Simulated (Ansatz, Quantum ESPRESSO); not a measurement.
# Ir (Fm-3m): electron–phonon coupling with Quantum ESPRESSO, part 2 of 4

Each step names its level of theory.

So far. Step 2 (Relaxation): The largest force is now zero by symmetry and the largest stress component 0.016 GPa. Step 3 (Second program, ground state): With these potentials, mesh and smearing the cell is at -0.34 GPa. The relaxed cell has a = 3.871 Å (conventional setting).

**4. Second program, linear response: Fermi–Dirac smearing of 0.1 eV**

Level of this step: DFT PBE, scalar-relativistic, plane waves, GBRV ultrasoft pseudopotentials (Quantum ESPRESSO).

ph.x gives each mode's frequency and linewidth; λ of a mode follows from Gaussian double-delta sums over the k mesh, here at four widths.

File ph.in:

```
phonons and couplings
&inputph
   prefix = 'x'
   outdir = './tmp'
   tr2_ph = 1.0d-15
   fildyn = 'x.dyn'
   fildvscf = 'dvscf'
   ldisp = .true.
   nq1 = 3
   nq2 = 3
   nq3 = 3
   electron_phonon = 'simple'
   el_ph_ngauss = 0
   el_ph_sigma = 0.00734986
   el_ph_nsigma = 4
   alpha_mix(1) = 0.5
   amass(1) = 192.217
/
```

The run is started by

```bash
OMP_NUM_THREADS=1 mpirun -n 4 ph.x -nk 4 -in ph.in > ph.x.log
```

The program printed:

```text
[banner, memory and clock lines left out]
Program PHONON v.7.5

     ./tmp/x.save/

     IMPORTANT: XC functional enforced from input :
     Exchange-correlation= PBE
                           (   1   4   3   4   0   0   0)
     Any further DFT definition will be discarded
     Please, verify this is what you really want

     G-vector sticks info

     negative rho (up, down):  3.197E-01 0.000E+00
     Reading collected, re-writing distributed wavefunctions in ./tmp/

     Dynamical matrices for ( 3, 3, 3)  uniform grid of q-points
     (   4 q-points):
       N         xq(1)         xq(2)         xq(3)
       1   0.000000000   0.000000000   0.000000000
       2   0.235702260   0.235702260  -0.235702260
       3   0.471404521   0.000000000  -0.000000000
       4  -0.000000000  -0.471404521   0.471404521

     Number and degeneracy of irreps per q-point
       N         xq(1)         xq(2)         xq(3)   N irreps
       1   0.000000000   0.000000000   0.000000000       1
        3
       2   0.235702260   0.235702260  -0.235702260       2
        1   2
       3   0.471404521   0.000000000  -0.000000000       2
        1   2
       4  -0.000000000  -0.471404521   0.471404521       3
     No degeneracy

     Saving dvscf to file. Distribute only q points, not irreducible representations.

     Calculation of q =    0.0000000   0.0000000   0.0000000

     phonons and couplings

     bravais-lattice index     =            0
     lattice parameter (alat)  =       5.1728  a.u.
     unit-cell volume          =      97.8704 (a.u.)^3
     number of atoms/cell      =            1
     number of atomic types    =            1
     kinetic-energy cut-off    =      45.0000  Ry
     charge density cut-off    =     360.0000  Ry
     convergence threshold     =      1.0E-15
     beta                      =       0.5000
     number of iterations used =            4
     Exchange-correlation= PBE
                           (   1   4   3   4   0   0   0)

     celldm(1)=    5.17276  celldm(2)=    0.00000  celldm(3)=    0.00000
     celldm(4)=    0.00000  celldm(5)=    0.00000  celldm(6)=    0.00000

     crystal axes: (cart. coord. in units of alat)
               a(1) = (  0.0000  0.7071  0.7071 )
               a(2) = (  0.7071  0.0000  0.7071 )
               a(3) = (  0.7071  0.7071  0.0000 )

     reciprocal axes: (cart. coord. in units 2 pi/alat)
               b(1) = ( -0.7071  0.7071  0.7071 )
               b(2) = (  0.7071 -0.7071  0.7071 )
               b(3) = (  0.7071  0.7071 -0.7071 )

     Atoms inside the unit cell:

     Cartesian axes

     site n.  atom      mass           positions (alat units)
        1  Ir    192.2170   tau(    1) = (    0.00000    0.00000    0.00000  )

     Computing dynamical matrix for
                    q = (   0.0000000   0.0000000   0.0000000 )

     49 Sym.Ops. (with q -> -q+G )

     G cutoff =  243.9984  (  11191 G-vectors)     FFT grid: ( 32, 32, 32)
     G cutoff =  121.9992  (   3943 G-vectors)  smooth grid: ( 24, 24, 24)

     number of k points=    72  Fermi-Dirac smearing, width (Ry)=  0.0073

     PseudoPot. # 1 for Ir read from file:
     ./pseudo/Ir.upf
     Pseudo is Ultrasoft + core correction, Zval = 15.0
     Using radial grid of  983 points,  7 beta functions with:
                l(1) =   0
                l(2) =   0
                l(3) =   1
                l(4) =   1
                l(5) =   1
                l(6) =   2
                l(7) =   2
     Q(r) pseudized with  8 coefficients,  rinner =    1.400   1.400   1.400
                                                       1.400   1.400

     Mode symmetry, O_h (m-3m)  point group:

     Atomic displacements:
     There are    1 irreducible representations

     Representation     1      3 modes -  To be done

     Alpha used in Ewald sum =   2.8000

     negative rho (up, down):  3.197E-01 0.000E+00

     Representation #   1 modes #   1   2   3

     Self-consistent Calculation

     Pert. #  1: Fermi energy shift (Ry) =    -5.1699E-26    -3.6440E-37
     Pert. #  2: Fermi energy shift (Ry) =     3.8774E-26    -3.1347E-38
     Pert. #  3: Fermi energy shift (Ry) =    -3.6620E-26    -4.7020E-38

      thresh= 1.000E-02 alpha_mix =  0.500 |ddv_scf|^2 =  3.508E-06

     Pert. #  1: Fermi energy shift (Ry) =     2.5849E-26    -4.6530E-39
     Pert. #  2: Fermi energy shift (Ry) =     1.5402E-25    -3.0612E-40
     Pert. #  3: Fermi energy shift (Ry) =     9.0473E-26     2.5714E-39

      thresh= 1.873E-04 alpha_mix =  0.500 |ddv_scf|^2 =  2.023E-07

     Pert. #  1: Fermi energy shift (Ry) =     3.4466E-26     0.0000E+00
     Pert. #  2: Fermi energy shift (Ry) =    -8.9396E-26     2.1428E-40
     Pert. #  3: Fermi energy shift (Ry) =    -2.3695E-26    -4.8979E-40

      thresh= 4.498E-05 alpha_mix =  0.500 |ddv_scf|^2 =  7.560E-09

     Pert. #  1: Fermi energy shift (Ry) =     1.7233E-26    -2.1428E-40
     Pert. #  2: Fermi energy shift (Ry) =     3.0158E-26    -2.2959E-41
     Pert. #  3: Fermi energy shift (Ry) =     3.4466E-26    -2.2959E-40

      thresh= 8.695E-06 alpha_mix =  0.500 |ddv_scf|^2 =  3.648E-11

     Pert. #  1: Fermi energy shift (Ry) =     2.1541E-26     4.2091E-41
     Pert. #  2: Fermi energy shift (Ry) =     2.2618E-26     5.4527E-41
     Pert. #  3: Fermi energy shift (Ry) =    -4.3082E-26    -9.5662E-42

      thresh= 6.040E-07 alpha_mix =  0.500 |ddv_scf|^2 =  6.528E-13

     Pert. #  1: Fermi energy shift (Ry) =     4.3082E-27     4.2091E-41
     Pert. #  2: Fermi energy shift (Ry) =    -9.6935E-27     5.4527E-41
     Pert. #  3: Fermi energy shift (Ry) =     7.7548E-26    -9.5662E-42

      thresh= 8.079E-08 alpha_mix =  0.500 |ddv_scf|^2 =  4.544E-14

     Pert. #  1: Fermi energy shift (Ry) =     8.6165E-27     7.2703E-41
     Pert. #  2: Fermi energy shift (Ry) =     1.0771E-26     1.0618E-40
     Pert. #  3: Fermi energy shift (Ry) =    -6.0315E-26    -3.2525E-41

      thresh= 2.132E-08 alpha_mix =  0.500 |ddv_scf|^2 =  2.654E-16

     End of self-consistent calculation

     Convergence has been achieved

     Number of q in the star =    1
     List of q in the star:
          1   0.000000000   0.000000000   0.000000000

     Diagonalizing the dynamical matrix

     q = (    0.000000000   0.000000000   0.000000000 )

 **************************************************************************
     freq (    1) =       0.087361 [THz] =       2.914056 [cm-1]
     freq (    2) =       0.087361 [THz] =       2.914056 [cm-1]
     freq (    3) =       0.087361 [THz] =       2.914056 [cm-1]
 **************************************************************************

     Mode symmetry, O_h (m-3m)  point group:

[...]
(   1   4   3   4   0   0   0)

     celldm(1)=   5.172758  celldm(2)=   0.000000  celldm(3)=   0.000000
     celldm(4)=   0.000000  celldm(5)=   0.000000  celldm(6)=   0.000000

     crystal axes: (cart. coord. in units of alat)
               a(1) = (   0.000000   0.707107   0.707107 )
               a(2) = (   0.707107   0.000000   0.707107 )
               a(3) = (   0.707107   0.707107   0.000000 )

     reciprocal axes: (cart. coord. in units 2 pi/alat)
               b(1) = ( -0.707107  0.707107  0.707107 )
               b(2) = (  0.707107 -0.707107  0.707107 )
               b(3) = (  0.707107  0.707107 -0.707107 )

     PseudoPot. # 1 for Ir read from file:
     ./pseudo/Ir.upf
     Pseudo is Ultrasoft + core correction, Zval = 15.0
     Using radial grid of  983 points,  7 beta functions with:
[...]
l(7) =   2
     Q(r) pseudized with  8 coefficients,  rinner =    1.400   1.400   1.400
                                                       1.400   1.400

     atomic species   valence    mass     pseudopotential
     Ir               15.00   192.21700     Ir( 1.00)

     48 Sym. Ops., with inversion, found

   Cartesian axes

     site n.     atom                  positions (alat units)
         1        Ir     tau(   1) = (   0.0000000   0.0000000   0.0000000  )

     number of k points=  1020  Fermi-Dirac smearing, width (Ry)=  0.0073

     Number of k-points >= 100: set verbosity='high' to print them.

     Dense  grid:    11191 G-vectors     FFT dimensions: (  32,  32,  32)

     Smooth grid:     3943 G-vectors     FFT dimensions: (  24,  24,  24)

     The potential is recalculated from file :
     ./tmp/_ph0/x.q_4/x.save/charge-density

     negative rho (up, down):  3.197E-01 0.000E+00
     Starting wfcs are   12 atomic +    3 random wfcs

     Band Structure Calculation
     Davidson diagonalization with overlap

     ethr =  6.67E-11,  avg # of iterations = 15.0

     End of band structure calculation

     Number of k-points >= 100: set verbosity='high' to print the bands.

     the Fermi energy is    24.1246 ev

     Writing config to output data dir ./tmp/_ph0/x.q_4/x.save/ :
     XML data file

     phonons and couplings

     bravais-lattice index     =            0
     lattice parameter (alat)  =       5.1728  a.u.
     unit-cell volume          =      97.8704 (a.u.)^3
     number of atoms/cell      =            1
     number of atomic types    =            1
     kinetic-energy cut-off    =      45.0000  Ry
     charge density cut-off    =     360.0000  Ry
     convergence threshold     =      1.0E-15
     beta                      =       0.5000
     number of iterations used =            4
     Exchange-correlation= PBE
                           (   1   4   3   4   0   0   0)

     celldm(1)=    5.17276  celldm(2)=    0.00000  celldm(3)=    0.00000
     celldm(4)=    0.00000  celldm(5)=    0.00000  celldm(6)=    0.00000

     crystal axes: (cart. coord. in units of alat)
               a(1) = (  0.0000  0.7071  0.7071 )
               a(2) = (  0.7071  0.0000  0.7071 )
               a(3) = (  0.7071  0.7071  0.0000 )

     reciprocal axes: (cart. coord. in units 2 pi/alat)
               b(1) = ( -0.7071  0.7071  0.7071 )
               b(2) = (  0.7071 -0.7071  0.7071 )
               b(3) = (  0.7071  0.7071 -0.7071 )

     Atoms inside the unit cell:

     Cartesian axes

     site n.  atom      mass           positions (alat units)
        1  Ir    192.2170   tau(    1) = (    0.00000    0.00000    0.00000  )

     Computing dynamical matrix for
                    q = (  -0.0000000  -0.4714045   0.4714045 )

      4 Sym.Ops. (no q -> -q+G )

     G cutoff =  243.9984  (  11191 G-vectors)     FFT grid: ( 32, 32, 32)
     G cutoff =  121.9992  (   3943 G-vectors)  smooth grid: ( 24, 24, 24)

     number of k points=  1020  Fermi-Dirac smearing, width (Ry)=  0.0073

     PseudoPot. # 1 for Ir read from file:
     ./pseudo/Ir.upf
     Pseudo is Ultrasoft + core correction, Zval = 15.0
     Using radial grid of  983 points,  7 beta functions with:
                l(1) =   0
                l(2) =   0
                l(3) =   1
                l(4) =   1
                l(5) =   1
                l(6) =   2
                l(7) =   2
     Q(r) pseudized with  8 coefficients,  rinner =    1.400   1.400   1.400
                                                       1.400   1.400

     Mode symmetry, C_2v (mm2)  point group:

     Atomic displacements:
     There are    3 irreducible representations

     Representation     1      1 modes -  To be done

     Representation     2      1 modes -  To be done

     Representation     3      1 modes -  To be done

     Alpha used in Ewald sum =   2.8000

     negative rho (up, down):  3.197E-01 0.000E+00

     Representation #   1 mode #   1

     Self-consistent Calculation

[...]
End of self-consistent calculation

     Convergence has been achieved

     Representation #   2 mode #   2

     Self-consistent Calculation

[...]
End of self-consistent calculation

     Convergence has been achieved

     Representation #   3 mode #   3

     Self-consistent Calculation

[...]
thresh= 2.072E-03 alpha_mix =  0.500 |ddv_scf|^2 =  2.662E-05

      thresh= 5.160E-04 alpha_mix =  0.500 |ddv_scf|^2 =  2.155E-07

      thresh= 4.642E-05 alpha_mix =  0.500 |ddv_scf|^2 =  3.251E-09

      thresh= 5.701E-06 alpha_mix =  0.500 |ddv_scf|^2 =  8.520E-11

      thresh= 9.230E-07 alpha_mix =  0.500 |ddv_scf|^2 =  3.869E-12

      thresh= 1.967E-07 alpha_mix =  0.500 |ddv_scf|^2 =  1.620E-13

      thresh= 4.025E-08 alpha_mix =  0.500 |ddv_scf|^2 =  3.382E-15

      thresh= 5.816E-09 alpha_mix =  0.500 |ddv_scf|^2 =  4.313E-16

     End of self-consistent calculation

     Convergence has been achieved

     Number of q in the star =   12
     List of q in the star:
[...]
5  -0.471404521   0.471404521   0.000000000
          6   0.471404521  -0.471404521   0.000000000
          7  -0.471404521  -0.471404521  -0.000000000
          8   0.000000000   0.471404521  -0.471404521
          9   0.471404521  -0.000000000  -0.471404521
         10   0.471404521   0.000000000   0.471404521
         11  -0.471404521   0.000000000  -0.471404521
         12  -0.471404521  -0.000000000   0.471404521

     Diagonalizing the dynamical matrix

     q = (   -0.000000000  -0.471404521   0.471404521 )

 **************************************************************************
     freq (    1) =       3.671133 [THz] =     122.455807 [cm-1]
     freq (    2) =       4.577849 [THz] =     152.700602 [cm-1]
     freq (    3) =       4.824666 [THz] =     160.933546 [cm-1]
 **************************************************************************

     Mode symmetry, C_2v (mm2)  point group:

     freq (   1-   1) =        122.5  [cm-1]   --> B_1  D_3  S_3
     freq (   2-   2) =        152.7  [cm-1]   --> B_2  D_4  S_4
     freq (   3-   3) =        160.9  [cm-1]   --> A_1  D_1  S_1

     Gaussian Broadening:   0.007 Ry, ngauss=   0
     DOS =  3.794697 states/spin/Ry/Unit Cell at Ef= 24.182356 eV
     double delta at Ef = 68.450856
[...]
Gaussian Broadening:   0.015 Ry, ngauss=   0
     DOS =  3.949193 states/spin/Ry/Unit Cell at Ef= 24.140028 eV
     double delta at Ef = 48.774804
[...]
lambda(    2)=  0.1776   gamma=   14.03 GHz
     lambda(    3)=  0.4976   gamma=   43.68 GHz

     Gaussian Broadening:   0.022 Ry, ngauss=   0
     DOS =  4.764055 states/spin/Ry/Unit Cell at Ef= 24.107702 eV
     double delta at Ef = 60.230406
     lambda(    1)=  0.1965   gamma=   12.05 GHz
     lambda(    2)=  0.2449   gamma=   23.35 GHz
     lambda(    3)=  0.3331   gamma=   35.27 GHz

     Gaussian Broadening:   0.029 Ry, ngauss=   0
     DOS =  5.722294 states/spin/Ry/Unit Cell at Ef= 24.095202 eV
     double delta at Ef = 78.260566
     lambda(    1)=  0.2453   gamma=   18.06 GHz
     lambda(    2)=  0.2586   gamma=   29.62 GHz
     lambda(    3)=  0.2914   gamma=   37.07 GHz
```

Wall time 5 min (4 MPI ranks of Arm Neoverse V1, shared host).

Numbers from this step:

```yaml
highest_frequency_solved_or_plainly_interpolated: 185.9 cm⁻¹
omega_log_against_width: 18.92, 17.57, 17.04, 16.85 meV, at widths 0.1 to 0.4 eV
```

As ph.x prints them, no sum rule imposed; at the zone centre the sum is no linewidth. Double-delta sums:

```
q1      q2       q3  star  mode  omega (meV)  lambda_q, sigma 0.1 eV  lambda_q, sigma 0.2 eV  lambda_q, sigma 0.3 eV  lambda_q, sigma 0.4 eV  half width at sigma 0.2 (meV)
 0       0        0     1     1       0.3613                       0                       0                       0                       0                              0
 0       0        0     1     2       0.3613                       0                       0                       0                       0                              0
 0       0        0     1     3       0.3613                       0                       0                       0                       0                              0
 0       0   0.3333     8     1        12.12                   0.171                  0.1723                  0.1745                  0.1801                        0.02308
 0       0   0.3333     8     2        12.12                   0.171                  0.1723                  0.1745                  0.1801                        0.02308
 0       0   0.3333     8     3        22.75                  0.0789                  0.0906                  0.0937                  0.0939                         0.0428
 0  0.3333   0.3333     6     1        15.85                  0.0103                  0.1035                  0.1264                  0.1355                         0.0237
 0  0.3333   0.3333     6     2        15.85                  0.0103                  0.1035                  0.1264                  0.1355                         0.0237
 0  0.3333   0.3333     6     3        23.05                  0.3307                  0.1419                  0.0997                  0.0933                        0.06878
 0  0.3333  -0.3333    12     1        15.18                   0.011                  0.1041                  0.1965                  0.2453                        0.02188
 0  0.3333  -0.3333    12     2        18.93                  0.0319                  0.1776                  0.2449                  0.2586                        0.05802
 0  0.3333  -0.3333    12     3        19.95                    1.19                  0.4976                  0.3331                  0.2914                         0.1806
```

Mean over the q mesh without its centre; few wavevectors enter, so none of the widths can be taken as converged. Table of coupling constant λ, lambda by Gaussian width:

```
Gaussian width (eV)  coupling constant λ, lambda
              0.100                        0.780
              0.200                        0.574
              0.300                        0.575
              0.400                        0.591
```

λ runs from 0.780 at 0.1 eV to 0.591 at 0.4 eV.

(Continued in part 3 of 4.)

[Logs are printed without paths, hosts, clocks, repeated set-up lines and the standing remarks that a program may print on its own settings, such as how far it seeks lower states.]

[Hosts, paths, dates, database ids (printed as entryN), source tags and the programs' standing remarks are cut or masked in the printed files.]
